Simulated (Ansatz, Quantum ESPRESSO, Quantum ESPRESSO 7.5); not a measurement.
## Evanescent states of GaN, zinc blende type, lattice constant set to 4.481 Å

Aim: how fast states decay in the gap of GaN, zinc blende type, lattice constant set to 4.481 Å.

Calculated with Quantum ESPRESSO 7.5; plane-wave DFT, LDA, GBRV ultrasoft pseudopotentials (cross-check by Ansatz 0.2.0 with PAW datasets).

This is a report of a sequence of runs, with most program output left out.

**1. The structure**

It takes space group F-43m (No. 216, cubic). Conventional cell: a = 4.481 Å, b = 4.481 Å, c = 4.481 Å, α = 90.00°, β = 90.00°, γ = 90.00°. Nearest to Ga lie 4 N at 1.94 Å. Nearest to N lie 4 Ga at 1.94 Å. Farther neighbours and most contacts between anions are not listed.

**2. Ground state**

pwcond needs a cell whose third axis lies along the current and stands perpendicular to the other two.

scf.in reads:

```
&control
  prefix = 'scf'
  outdir = './out'
  pseudo_dir = './pseudo'
  calculation = 'scf'
  tprnfor = .true.
/
&system
  ibrav = 0
  nat = 4
  ntyp = 2
  ecutwfc = 40
  ecutrho = 200
  occupations = 'fixed'
  nbnd = 28
/
&electrons
  conv_thr = 1e-09
  mixing_beta = 0.6
  electron_maxstep = 120
/
ATOMIC_SPECIES
  Ga  69.7230  ga_lda_v1.4.uspp.F.UPF
  N   14.0070  n_lda_v1.2.uspp.F.UPF
CELL_PARAMETERS angstrom
  3.16854548649692 0.00000000000000 0.00000000000000
  0.00000000000000 3.16854548649692 0.00000000000000
  0.00000000000000 0.00000000000000 4.48100000000000
ATOMIC_POSITIONS crystal
  Ga  0.000000000000 0.000000000000 0.000000000000
  N   0.500000000000 0.000000000000 0.250000000000
  Ga  0.500000000000 0.500000000000 0.500000000000
  N   0.000000000000 0.500000000000 0.750000000000
K_POINTS automatic
  8 8 6 0 0 0
```

Command:

```console
> OMP_NUM_THREADS=1 mpirun -n 2 pw.x -nk 2 -in scf.in > scf.out
```

Run time: 14 s. Hardware: 2 MPI ranks of Intel Xeon Platinum 8488C (Sapphire Rapids), shared host; peak memory 0.2 GiB; 28 s of CPU time.

Numbers from this step:

| Property | Result |
| --- | --- |
| free energy | -11842.7570 eV |
| valence top, on the run's zero | 10.76 eV |
| conduction bottom, on the run's zero | 12.61 eV |
| gap by band count | 1.852 eV |

The program's own clock; routines nest. Time by routine:

| routine | wall time (s) | calls |
| --- | --- | --- |
| PWSCF | 13.72 | 1 |
| electrons | 12.26 | 1 |
| c_bands | 10.34 | 11 |
| cegterg | 9.66 | 330 |
| h_psi | 6.11 | 1261 |
| vloc_psi | 4.9 | 1261 |
| fftw | 4.69 | 59964 |
| sum_band | 1.63 | 11 |
| init_run | 1.1 | 1 |
| calbec | 0.88 | 1711 |
| cdiaghg | 0.82 | 1231 |
| h_psi:calbec | 0.63 | 1261 |
| wfcinit | 0.45 | 1 |
| s_psi | 0.45 | 1261 |

The run needed 11 iterations to bring the estimated error under 1e-09 Ry.

**3. Complex band structure**

ikind = 0 solves one period of the crystal for all kz, real and complex, at each energy and k across. ewind and epsproj trim the two-dimensional plane-wave basis; nz1 sets the subslabs.

cbs.in reads:

```
&inputcond
  outdir = './out'
  prefixl = 'scf'
  band_file = 'cbs'
  ikind = 0
  ewind = 4.0
  epsproj = 1e-05
  nz1 = 7
  energy0 = 4.93
  denergy = -0.17
/
4
  0.00000000 0.00000000 1.00000000
  0.50000000 0.00000000 1.00000000
  0.50000000 0.50000000 1.00000000
  0.25000000 0.00000000 1.00000000
42
```

Command:

```console
> OMP_NUM_THREADS=1 mpirun -n 2 pwcond.x -in cbs.in > cbs.out
```

It took 75 s on 2 MPI ranks; peak memory 0.14 GiB.

Numbers from this step:

```
peak of the smallest κ at the zone centre : 0.143 Å⁻¹
energy of the peak at the zone centre     : 0.85 eV
peak of the smallest κ at (1/2, 0)        : 0.38 Å⁻¹
peak of the smallest κ at (1/4, 0)        : 0.379 Å⁻¹
```

K across = (0, 0) in the cell's reciprocal vectors; values within 0.0025 1/Å of each other count once, columns are sorted by size at each energy, a dash where no further value was kept. Table of Im kz of the slowest decaying states by energy, zero at the highest filled level of the SCF mesh:

| energy (eV) | decay 1 (Å⁻¹) | decay 2 (Å⁻¹) | decay 3 (Å⁻¹) |
| --- | --- | --- | --- |
| -2.04 | 1.05 | 1.77 | 1.85 |
| -1.87 | 1.02 | 1.76 | 1.84 |
| -1.53 | 0.978 | 1.76 | 1.83 |
| -1.36 | 0.955 | 1.75 | 1.82 |
| -1.02 | 0.911 | 1.75 | 1.8 |
| -0.85 | 0.889 | 1.74 | 1.79 |
| -0.68 | 0.868 | 1.74 | 1.78 |
| -0.34 | 0.824 | 1.73 | 1.76 |
| -0.17 | 0.803 | 1.73 | 1.75 |
| 0.00 | 0.015 | 0.02 | 0.781 |
| 0.17 | 0.085 | 0.193 | 0.759 |
| 0.34 | 0.113 | 0.268 | 0.737 |
| 0.68 | 0.139 | 0.367 | 0.692 |
| 0.85 | 0.143 | 0.404 | 0.668 |
| 1.02 | 0.143 | 0.436 | 0.645 |
| 1.36 | 0.126 | 0.489 | 0.595 |
| 1.53 | 0.108 | 0.512 | 0.568 |
| 1.87 | 0.512 | 0.55 | 1.34 |
| 2.04 | 0.481 | 0.566 | 1.31 |
| 2.21 | 0.447 | 0.581 | 1.27 |
| 2.55 | 0.371 | 0.607 | 1.22 |
| 2.72 | 0.326 | 0.618 | 1.19 |
| 3.06 | 0.202 | 0.637 | 1.13 |
| 3.23 | 0.082 | 0.645 | 1.10 |
| 3.57 | 0.659 | 1.04 | 1.51 |
| 3.74 | 0.665 | 1.01 | 1.50 |
| 3.91 | 0.671 | 0.976 | 1.49 |
| 4.25 | 0.679 | 0.913 | 1.47 |
| 4.42 | 0.682 | 0.881 | 1.45 |
| 4.76 | 0.12 | 0.687 | 0.812 |
| 4.93 | 0.162 | 0.688 | 0.776 |

K across = (0, 0) in the cell's reciprocal vectors. Re kz of states that move upwards against energy, zero at the highest filled level of the SCF mesh:

| energy (eV) | channel 1 (Å⁻¹) | channel 2 (Å⁻¹) | channel 3 (Å⁻¹) |
| --- | --- | --- | --- |
| -2.04 | -0.454 | 0.529 | 0.529 |
| -1.70 | -0.394 | 0.649 | 0.649 |
| -1.36 | -0.642 | -0.642 | -0.333 |
| -1.02 | -0.533 | -0.533 | -0.271 |
| -0.68 | -0.418 | -0.418 | -0.206 |
| -0.34 | -0.285 | -0.285 | -0.135 |
| 0.00 | - | - | - |
| 0.34 | - | - | - |
| 0.68 | - | - | - |
| 1.02 | - | - | - |
| 1.36 | - | - | - |
| 1.53 | - | - | - |
| 1.87 | 0.0301 | - | - |
| 2.21 | 0.138 | - | - |
| 2.55 | 0.208 | - | - |
| 2.89 | 0.272 | - | - |
| 3.23 | 0.334 | - | - |
| 3.57 | 0.255 | 0.399 | - |
| 3.91 | 0.380 | 0.468 | - |
| 4.25 | 0.493 | 0.550 | - |
| 4.59 | - | - | - |
| 4.93 | - | - | - |

K across = (1/2, 0) in the cell's reciprocal vectors; values within 0.0025 1/Å of each other count once, columns are sorted by size at each energy, a dash where no further value was kept. Table of Im kz of the slowest decaying states by energy, zero at the highest filled level of the SCF mesh:

| energy (eV) | decay 1 (Å⁻¹) | decay 2 (Å⁻¹) | decay 3 (Å⁻¹) |
| --- | --- | --- | --- |
| -2.04 | 0.987 | 1.73 | - |
| -1.87 | 0.936 | 1.70 | - |
| -1.70 | 0.875 | 1.66 | 2.26 |
| -1.53 | 0.798 | 1.63 | - |
| -1.36 | 0.693 | 1.60 | - |
| -1.02 | 1.55 | 2.25 | - |
| -0.85 | 0.122 | 0.538 | 0.542 |
| -0.68 | 0.173 | 0.674 | - |
| -0.51 | 0.21 | 0.751 | - |
| -0.34 | 0.24 | 0.803 | 1.44 |
| -0.17 | 0.264 | 0.841 | 1.42 |
| 0.00 | 0.285 | 0.871 | 1.39 |
| 0.17 | 0.303 | 0.894 | 1.37 |
| 0.34 | 0.318 | 0.912 | 1.35 |
| 0.68 | 0.342 | 0.939 | - |
| 0.85 | 0.352 | 0.949 | 1.28 |
| 1.02 | 0.36 | 0.957 | 1.25 |
| 1.19 | 0.367 | 0.963 | 1.23 |
| 1.36 | 0.372 | 0.968 | 1.21 |
| 1.53 | 0.376 | 0.971 | 1.19 |
| 1.70 | 0.378 | 0.974 | 1.16 |
| 1.87 | 0.38 | 0.975 | 1.14 |
| 2.04 | 0.379 | 0.976 | 1.12 |
| 2.21 | 0.378 | 0.976 | 1.10 |
| 2.55 | 0.371 | 0.973 | 1.05 |
| 2.72 | 0.365 | 0.97 | 1.03 |
| 2.89 | 0.357 | 0.968 | 1.01 |
| 3.06 | 0.348 | 0.964 | 0.985 |
| 3.23 | 0.337 | 0.96 | - |
| 3.40 | 0.323 | 0.94 | 0.955 |
| 3.57 | 0.307 | 0.917 | 0.95 |
| 3.74 | 0.288 | 0.895 | 0.944 |
| 3.91 | 0.265 | 0.872 | 0.938 |
| 4.25 | 0.203 | 0.826 | 0.925 |
| 4.42 | 0.157 | 0.802 | 0.917 |
| 4.59 | 0.08 | 0.778 | 0.909 |
| 4.76 | 0.754 | 0.901 | 2.13 |
| 4.93 | 0.729 | 0.892 | 2.12 |

K across = (1/2, 1/2) in the cell's reciprocal vectors; values within 0.0025 1/Å of each other count once, columns are sorted by size at each energy, a dash where no further value was kept. Im kz of the slowest decaying states against energy, zero at the highest filled level of the SCF mesh:

| energy (eV) | decay 1 (Å⁻¹) | decay 2 (Å⁻¹) | decay 3 (Å⁻¹) |
| --- | --- | --- | --- |
| -2.04 | 0.303 | 0.347 | 2.17 |
| -1.70 | 0.342 | 0.4 | 2.17 |
| -1.36 | 0.367 | 0.438 | 2.16 |
| -1.02 | 0.383 | 0.467 | 2.15 |
| -0.68 | 0.392 | 0.49 | 2.15 |
| -0.34 | 0.396 | 0.507 | 2.14 |
| 0.00 | 0.395 | 0.52 | 2.13 |
| 0.34 | 0.39 | 0.529 | 2.12 |
| 0.68 | 0.38 | 0.535 | 2.12 |
| 1.02 | 0.366 | 0.538 | 2.11 |
| 1.36 | 0.347 | 0.539 | 2.1 |
| 1.53 | 0.336 | 0.538 | 2.10 |
| 1.87 | 0.31 | 0.535 | 2.09 |
| 2.21 | 0.276 | 0.53 | 2.08 |
| 2.55 | 0.233 | 0.522 | 2.07 |
| 2.89 | 0.172 | 0.513 | 2.06 |
| 3.23 | 0.053 | 0.5 | 2.05 |
| 3.57 | 0.485 | 2.04 | 2.34 |
| 3.91 | 0.468 | 2.03 | 2.32 |
| 4.25 | 0.447 | 2.02 | 2.23 |
| 4.59 | 0.422 | 2.01 | 2.15 |
| 4.93 | 0.393 | 1.99 | 2.08 |

K across = (1/4, 0) in the cell's reciprocal vectors; values within 0.0025 1/Å of each other count once, columns are sorted by size at each energy, a dash where no further value was kept. Table of Im kz of the slowest decaying states by energy, zero at the highest filled level of the SCF mesh:

| energy (eV) | decay 1 (Å⁻¹) | decay 2 (Å⁻¹) | decay 3 (Å⁻¹) |
| --- | --- | --- | --- |
| -2.04 | 0.155 | 1.37 | 1.69 |
| -1.70 | 0.158 | 1.32 | 1.66 |
| -1.36 | 0.13 | 1.27 | 1.63 |
| -1.02 | 1.22 | 1.60 | 1.75 |
| -0.68 | 1.17 | 1.57 | 1.72 |
| -0.34 | 0.15 | 1.12 | 1.54 |
| 0.00 | 0.235 | 0.272 | 1.07 |
| 0.34 | 0.287 | 0.423 | 1.02 |
| 0.68 | 0.323 | 0.524 | 0.973 |
| 1.02 | 0.348 | 0.602 | 0.926 |
| 1.36 | 0.365 | 0.667 | 0.879 |
| 1.53 | 0.371 | 0.696 | 0.855 |
| 1.87 | 0.378 | 0.75 | 0.808 |
| 2.21 | 0.378 | 0.759 | 0.801 |
| 2.55 | 0.371 | 0.708 | 0.855 |
| 2.89 | 0.356 | 0.655 | 0.92 |
| 3.23 | 0.33 | 0.599 | 1.02 |
| 3.57 | 0.284 | 0.538 | 1.01 |
| 3.91 | 0.171 | 0.469 | 1.00 |
| 4.25 | 0.324 | 0.386 | 0.991 |
| 4.59 | 0.275 | 0.401 | 0.978 |
| 4.93 | 0.446 | 0.963 | 1.11 |

The program's own clock; routines nest. Time by routine:

| routine | wall time (s) | calls |
| --- | --- | --- |
| PWCOND | 73.98 | 1 |
| scatter_forw | 46.7 | 168 |
| compbs | 26.05 | 168 |
| compbs_2 | 24.3 | 168 |
| init | 0.68 | 1 |
| local | 0.52 | 4 |
| poten | 0.19 | 1 |

**4. Complex bands with pwcond.x**

cbs.w.in, as its differences from the input of step 3:

```diff
@@ -3,5 +3,5 @@
   prefixl = 'scf'
-  band_file = 'cbs'
+  band_file = 'cbs.w'
   ikind = 0
-  ewind = 4.0
+  ewind = 1.0
   epsproj = 1e-05
```

Command:

```console
> OMP_NUM_THREADS=1 mpirun -n 2 pwcond.x -in cbs.w.in > cbs.w.out
```

Elapsed: 67 s, on 2 MPI ranks; peak memory 0.15 GiB.

The run finished, but its numbers are not taken as the system's. The fault: channel counts that the second code doesn't bear out, a failure of the reduced basis or of the integration along z.

**5. Complex band structure, with ewind, epsproj = [0.1, 0.1]**

Another try, with an input changed as a hurried user might.

cbs.bad.in, as its differences from the input of step 3:

```diff
@@ -3,6 +3,6 @@
   prefixl = 'scf'
-  band_file = 'cbs'
+  band_file = 'cbs.bad'
   ikind = 0
-  ewind = 4.0
-  epsproj = 1e-05
+  ewind = 0.1
+  epsproj = 0.1
   nz1 = 7
```

Command:

```console
> OMP_NUM_THREADS=1 mpirun -n 2 pwcond.x -in cbs.bad.in > cbs.bad.out
```

It took 12 s on 2 MPI ranks; peak memory 0.12 GiB; 23 s of CPU time.

The run finished, but its numbers are not taken as the system's. The fault: a window of plane waves far too small, with a loose projection threshold.

**6. The same in Ansatz**

As a check, the same structure is run in Ansatz.

Level of this step: plane-wave DFT, LDA, Ansatz PAW (Ansatz 0.2.0).

input.yaml reads:

```yaml
crystal:
  lattice:
    - [3.1685454865, 0.0, 0.0]
    - [0.0, 3.1685454865, 0.0]
    - [0.0, 0.0, 4.481]
  atoms:
    - { symbol: Ga, position: [0.0, 0.0, 0.0] }
    - { symbol: "N", position: [0.5, 0.0, 0.25] }
    - { symbol: Ga, position: [0.5, 0.5, 0.5] }
    - { symbol: "N", position: [0.0, 0.5, 0.75] }
kpoints:
  mp_grid: { grid: [8, 8, 6] }
hamiltonian:
  xc: lda
scf:
  occupations: { method: fixed }
  convergence: { dr2_threshold: 1.0e-09 }
output:
  transmission:
    leads: [[0, 0]]
    kpoints: [[0, 0], [0.5, 0], [0.5, 0.5], [0.25, 0]]
    e_range: [-2.04, 4.93]
    de: 0.17
```

Command:

```console
> ansatz run input.yaml --threads 2 --pin off --max-ram 4096MiB --backend cpu --events-out ev --progress --plain --runs-dir out
```

Wall time 5.7 s (2 threads); peak memory 0.41 GiB.

Read from the output:

```
free energy                                      : -8164.1584 eV
gap by band count                                : 1.845 eV
symmetry operations                              : 16
slowest decay at the grid energy nearest mid-gap : 0.1427 Å⁻¹
peak of the smallest κ at the zone centre        : 0.1427 Å⁻¹
peak of the smallest κ at (1/2, 0)               : 0.3798 Å⁻¹
peak of the smallest κ at (1/4, 0)               : 0.3792 Å⁻¹
valence top, on the run's zero                   : 9.546 eV
```

K across = (0, 0) in the cell's reciprocal vectors; values within 0.0025 1/Å of each other count once, columns are sorted by size at each energy, a dash where no further value was kept. Im kz of the slowest decaying states against energy, zero at the highest filled level of the SCF mesh:

| energy (eV) | decay 1 (Å⁻¹) | decay 2 (Å⁻¹) | decay 3 (Å⁻¹) |
| --- | --- | --- | --- |
| -2.04 | 1.04 | - | - |
| -1.87 | 1.02 | - | - |
| -1.70 | 0.997 | - | - |
| -1.53 | 0.974 | - | - |
| -1.36 | 0.952 | - | - |
| -1.02 | 0.908 | - | - |
| -0.85 | 0.886 | - | - |
| -0.68 | 0.865 | - | - |
| -0.51 | 0.843 | - | - |
| -0.34 | 0.822 | - | - |
| -0.17 | 0.800 | - | - |
| 0.00 | 0.00916 | 0.0179 | 0.779 |
| 0.17 | 0.0837 | 0.193 | 0.757 |
| 0.34 | 0.112 | 0.268 | 0.735 |
| 0.68 | 0.138 | 0.368 | 0.690 |
| 0.85 | 0.143 | 0.405 | 0.667 |
| 1.02 | 0.142 | 0.437 | 0.643 |
| 1.19 | 0.137 | 0.465 | 0.619 |
| 1.36 | 0.126 | 0.490 | 0.594 |
| 1.53 | 0.107 | 0.512 | 0.567 |
| 1.70 | 0.0768 | 0.532 | 0.540 |
| 1.87 | 0.511 | 0.550 | 1.34 |
| 2.04 | 0.480 | 0.566 | 1.31 |
| 2.21 | 0.447 | 0.581 | 1.28 |
| 2.55 | 0.371 | 0.607 | 1.22 |
| 2.72 | 0.325 | 0.618 | 1.19 |
| 2.89 | 0.272 | 0.629 | 1.16 |
| 3.06 | 0.202 | 0.638 | 1.13 |
| 3.23 | 0.0839 | 0.646 | 1.10 |
| 3.40 | 0.654 | 1.07 | - |
| 3.57 | 0.660 | 1.04 | - |
| 3.74 | 0.666 | 1.01 | - |
| 3.91 | 0.671 | 0.979 | 1.49 |
| 4.25 | 0.680 | 0.916 | 1.47 |
| 4.42 | 0.683 | 0.884 | 1.45 |
| 4.59 | 0.026 | 0.686 | 0.850 |
| 4.76 | 0.119 | 0.687 | 0.815 |
| 4.93 | 0.161 | 0.689 | 0.779 |

K across = (0, 0) in the cell's reciprocal vectors. Re kz of states that move upwards against energy, zero at the highest filled level of the SCF mesh:

| energy (eV) | channel 1 (Å⁻¹) | channel 2 (Å⁻¹) | channel 3 (Å⁻¹) |
| --- | --- | --- | --- |
| -2.04 | -0.454 | 0.527 | 0.527 |
| -1.87 | -0.424 | 0.589 | 0.589 |
| -1.53 | -0.698 | -0.698 | -0.363 |
| -1.36 | -0.643 | -0.643 | -0.333 |
| -1.02 | -0.533 | -0.533 | -0.271 |
| -0.85 | -0.477 | -0.477 | -0.239 |
| -0.68 | -0.419 | -0.419 | -0.207 |
| -0.34 | -0.285 | -0.285 | -0.135 |
| -0.17 | -0.198 | -0.198 | -0.0912 |
| 0.00 | - | - | - |
| 0.17 | - | - | - |
| 0.34 | - | - | - |
| 0.68 | - | - | - |
| 0.85 | - | - | - |
| 1.02 | - | - | - |
| 1.36 | - | - | - |
| 1.53 | - | - | - |
| 1.87 | 0.0332 | - | - |
| 2.04 | 0.0975 | - | - |
| 2.21 | 0.139 | - | - |
| 2.55 | 0.208 | - | - |
| 2.72 | 0.241 | - | - |
| 3.06 | 0.303 | - | - |
| 3.23 | 0.334 | - | - |
| 3.57 | 0.254 | 0.398 | - |
| 3.74 | 0.320 | 0.432 | - |
| 3.91 | 0.379 | 0.468 | - |
| 4.25 | 0.491 | 0.549 | - |
| 4.42 | 0.555 | 0.603 | - |
| 4.76 | - | - | - |
| 4.93 | - | - | - |

K across = (1/2, 0) in the cell's reciprocal vectors; values within 0.0025 1/Å of each other count once, columns are sorted by size at each energy, a dash where no further value was kept. Table of Im kz of the slowest decaying states by energy, zero at the highest filled level of the SCF mesh:

| energy (eV) | decay 1 (Å⁻¹) | decay 2 (Å⁻¹) | decay 3 (Å⁻¹) |
| --- | --- | --- | --- |
| -2.04 | 0.988 | - | - |
| -1.70 | 0.876 | - | - |
| -1.36 | 0.696 | - | - |
| -1.02 | - | - | - |
| -0.68 | 0.173 | 0.673 | 1.49 |
| -0.34 | 0.240 | 0.803 | 1.44 |
| 0.00 | 0.285 | 0.870 | 1.39 |
| 0.34 | 0.318 | 0.912 | 1.34 |
| 0.68 | 0.342 | 0.939 | 1.30 |
| 1.02 | 0.360 | 0.957 | 1.25 |
| 1.36 | 0.372 | 0.968 | 1.21 |
| 1.53 | 0.376 | 0.972 | 1.18 |
| 1.87 | 0.380 | 0.976 | 1.14 |
| 2.21 | 0.378 | 0.976 | 1.10 |
| 2.55 | 0.371 | 0.973 | 1.05 |
| 2.89 | 0.358 | 0.968 | 1.01 |
| 3.23 | 0.337 | 0.960 | - |
| 3.57 | 0.308 | 0.918 | 0.951 |
| 3.91 | 0.266 | 0.872 | 0.939 |
| 4.25 | 0.204 | 0.826 | 0.925 |
| 4.59 | 0.0836 | 0.779 | 0.910 |
| 4.93 | 0.729 | 0.893 | - |

K across = (1/2, 1/2) in the cell's reciprocal vectors; values within 0.0025 1/Å of each other count once, columns are sorted by size at each energy, a dash where no further value was kept. Table of Im kz of the slowest decaying states by energy, zero at the highest filled level of the SCF mesh:

| energy (eV) | decay 1 (Å⁻¹) | decay 2 (Å⁻¹) |
| --- | --- | --- |
| -2.04 | 0.302 | 0.347 |
| -1.87 | 0.324 | 0.375 |
| -1.70 | 0.341 | 0.399 |
| -1.53 | 0.355 | 0.420 |
| -1.36 | 0.366 | 0.438 |
| -1.02 | 0.382 | 0.467 |
| -0.85 | 0.388 | 0.479 |
| -0.68 | 0.392 | 0.490 |
| -0.51 | 0.394 | 0.499 |
| -0.34 | 0.396 | 0.507 |
| -0.17 | 0.396 | 0.514 |
| 0.00 | 0.395 | 0.520 |
| 0.17 | 0.392 | 0.525 |
| 0.34 | 0.389 | 0.529 |
| 0.68 | 0.379 | 0.535 |
| 0.85 | 0.373 | 0.537 |
| 1.02 | 0.366 | 0.539 |
| 1.19 | 0.357 | 0.539 |
| 1.36 | 0.347 | 0.539 |
| 1.53 | 0.336 | 0.539 |
| 1.70 | 0.324 | 0.538 |
| 1.87 | 0.310 | 0.536 |
| 2.04 | 0.294 | 0.534 |
| 2.21 | 0.276 | 0.531 |
| 2.55 | 0.233 | 0.523 |
| 2.72 | 0.206 | 0.519 |
| 2.89 | 0.173 | 0.514 |
| 3.06 | 0.129 | 0.508 |
| 3.23 | 0.0537 | 0.501 |
| 3.40 | 0.494 | - |
| 3.57 | 0.487 | - |
| 3.74 | 0.478 | - |
| 3.91 | 0.469 | - |
| 4.25 | 0.448 | - |
| 4.42 | 0.437 | - |
| 4.59 | 0.424 | - |
| 4.76 | 0.410 | - |
| 4.93 | 0.395 | - |

K across = (1/4, 0) in the cell's reciprocal vectors; values within 0.0025 1/Å of each other count once, columns are sorted by size at each energy, a dash where no further value was kept. The Im kz of the slowest decaying states by energy, zero at the highest filled level of the SCF mesh:

| energy (eV) | decay 1 (Å⁻¹) | decay 2 (Å⁻¹) | decay 3 (Å⁻¹) |
| --- | --- | --- | --- |
| -2.04 | 0.156 | 1.37 | - |
| -1.87 | 0.161 | 1.34 | - |
| -1.53 | 0.150 | 1.29 | - |
| -1.36 | 0.131 | 1.26 | - |
| -1.02 | 1.21 | - | - |
| -0.85 | 1.19 | - | - |
| -0.68 | 1.16 | - | - |
| -0.34 | 0.149 | 1.11 | - |
| -0.17 | 0.129 | 0.199 | 1.09 |
| 0.00 | 0.235 | 0.272 | 1.07 |
| 0.17 | 0.263 | 0.358 | 1.04 |
| 0.34 | 0.287 | 0.424 | 1.02 |
| 0.68 | 0.323 | 0.525 | 0.972 |
| 0.85 | 0.336 | 0.566 | 0.949 |
| 1.02 | 0.348 | 0.602 | 0.925 |
| 1.36 | 0.365 | 0.667 | 0.878 |
| 1.53 | 0.371 | 0.696 | 0.855 |
| 1.87 | 0.378 | 0.751 | 0.807 |
| 2.04 | 0.379 | 0.777 | 0.783 |
| 2.21 | 0.378 | 0.758 | 0.802 |
| 2.55 | 0.372 | 0.708 | 0.856 |
| 2.72 | 0.365 | 0.682 | 0.885 |
| 3.06 | 0.345 | 0.628 | 0.975 |
| 3.23 | 0.330 | 0.599 | 1.02 |
| 3.57 | 0.284 | 0.538 | 1.01 |
| 3.74 | 0.245 | 0.505 | 1.01 |
| 3.91 | 0.170 | 0.469 | 1.00 |
| 4.25 | 0.326 | 0.387 | 0.992 |
| 4.42 | 0.337 | 0.370 | 0.986 |
| 4.76 | 0.194 | 0.427 | 0.972 |
| 4.93 | 0.448 | 0.964 | 1.11 |

**7. A check by hand**

T falls as exp(−2κd). With κ = 0.143 1/Å, 10 Å of barrier pass exp(−2 × 0.143 × 10) = 0.057 of that channel, interfaces aside.

**8. What came out**

| Property | Result |
| --- | --- |
| gap on the SCF mesh | 1.85 eV |
| smallest κ at mid-gap among the four k points, at the zone centre | 0.143 Å⁻¹ |
| peak of the smallest κ in the stop band at the zone centre | 0.143 Å⁻¹ |
| peak of the smallest κ in the stop band at (1/2, 0) | 0.380 Å⁻¹ |
| peak of the smallest κ in the stop band at (1/4, 0) | 0.379 Å⁻¹ |
| energy of the peak at the zone centre, over the highest filled level | 0.85 eV |
| peak at the zone centre by Ansatz | 0.143 Å⁻¹ |

With a gap of 1.85 eV on the mesh, the smallest κ at mid-gap among the four k points, at the zone centre is 0.143 Å⁻¹ (LDA, GBRV ultrasoft). For a barrier with the Fermi level at mid-gap the slowest state found, at the zone centre, loses a factor of ten in probability every 8.1 Å or so. Stop bands away from the zone centre are mostly wider than the gap, so their peaks can lie above the conduction bottom. At the zone centre pwcond's peak is 0.143 and Ansatz's 0.143 1/Å, 0 % apart. The cell is the a/√2 one, turned by 45°, with two primitive cells, so X along [001] folds onto kz = 0. A semilocal gap is too small, often by a third to a half and by more in narrow-gap crystals, so real barriers decay faster. Spin-orbit coupling is left out; depending on the atoms that carry the levels of interest, it can split and shift them by some tens of meV.

[Logs are printed without paths, hosts, clocks, repeated set-up lines and the standing remarks that a program may print on its own settings, such as how far it seeks lower states.]

[Hosts, paths, dates, database ids (printed as entryN), source tags and the programs' standing remarks are cut or masked in the printed files.]

[Maps of the electrostatic potential energy from Ansatz leave out the sawtooth potential of an applied field or a dipole correction, so their vacuum need not be flat; planar profiles and work functions include it.]
